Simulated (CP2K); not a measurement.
Trifluoroacetic acid has these distinct O atoms: O1 (bonded to C and H) and O3 (bonded to C).

```xyz
8

O     1.2241   -0.8369    0.3760
C     0.6008    0.2890   -0.0486
O     1.1207    1.3409   -0.3501
C    -0.9314    0.0276   -0.0849
F    -1.3775   -0.3271    1.1540
F    -1.5913    1.1320   -0.4824
F    -1.2312   -0.9829   -0.9476
H     2.1859   -0.6425    0.3836
```

Their partial O K spectra (CP2K XAS_TDP, all-electron GAPW, PBEh(45%), aug-cc-pVDZ, TDA, GW2X-corrected core level, no relativity) are given in random order, each times the number of alike atoms.

Gaussian full width 0.5 eV, oscillator strength per eV, alike atoms added, rows of zeros left out:

```
E (eV)  curve 1  curve 2
531.75    0.008    0.000
532.00    0.048    0.000
532.25    0.076    0.000
532.50    0.030    0.000
532.75    0.003    0.000
535.50    0.000    0.006
535.75    0.000    0.025
536.00    0.000    0.027
536.25    0.000    0.007
536.50    0.000    0.001
536.75    0.002    0.005
537.00    0.005    0.027
537.25    0.003    0.038
537.50    0.000    0.013
537.75    0.001    0.001
538.00    0.005    0.000
538.25    0.008    0.000
538.50    0.004    0.000
538.75    0.003    0.000
539.00    0.006    0.001
539.25    0.012    0.009
539.50    0.021    0.036
539.75    0.018    0.037
540.00    0.010    0.014
540.25    0.008    0.026
540.50    0.008    0.040
540.75    0.004    0.022
541.00    0.005    0.008
541.25    0.008    0.004
541.50    0.010    0.009
541.75    0.008    0.019
542.00    0.007    0.014
542.25    0.008    0.004
542.50    0.017    0.004
542.75    0.020    0.009
543.00    0.015    0.011
543.25    0.016    0.010
543.50    0.022    0.006
543.75    0.014    0.009
544.00    0.007    0.012
544.25    0.008    0.005
544.50    0.004    0.003
544.75    0.001    0.008
545.00    0.002    0.011
545.25    0.004    0.012
545.50    0.006    0.015
545.75    0.004    0.008
546.00    0.003    0.004
```

Which curve belongs to which atom?

Curve 1: O3 (bonded to C), leading line at 532.21 eV (f = 0.042 an atom), ionisation energy 539.39 eV, term value 7.18 eV. Curve 2: O1 (bonded to C and H), leading line at 535.89 eV (f = 0.017 an atom), ionisation energy 541.11 eV, term value 5.22 eV. The leading line of an atom is its first one with 35 % of the strongest within 2.5 eV of its lowest line over the strength cut. A line lies at the core ionisation energy, which rises as an atom loses charge to its neighbours or to a π system, less the term value, which is large for a low π* or σ* orbital with weight on that atom.

[Banner, clock and machine lines of the logs are left out without a mark of their own.]

[Logs are printed without paths, hosts, clocks, repeated set-up lines and the standing remarks that a program may print on its own settings, such as how far it seeks lower states.]

[Hosts, paths, dates, database ids (printed as entryN), source tags and the programs' standing remarks are cut or masked in the printed files.]
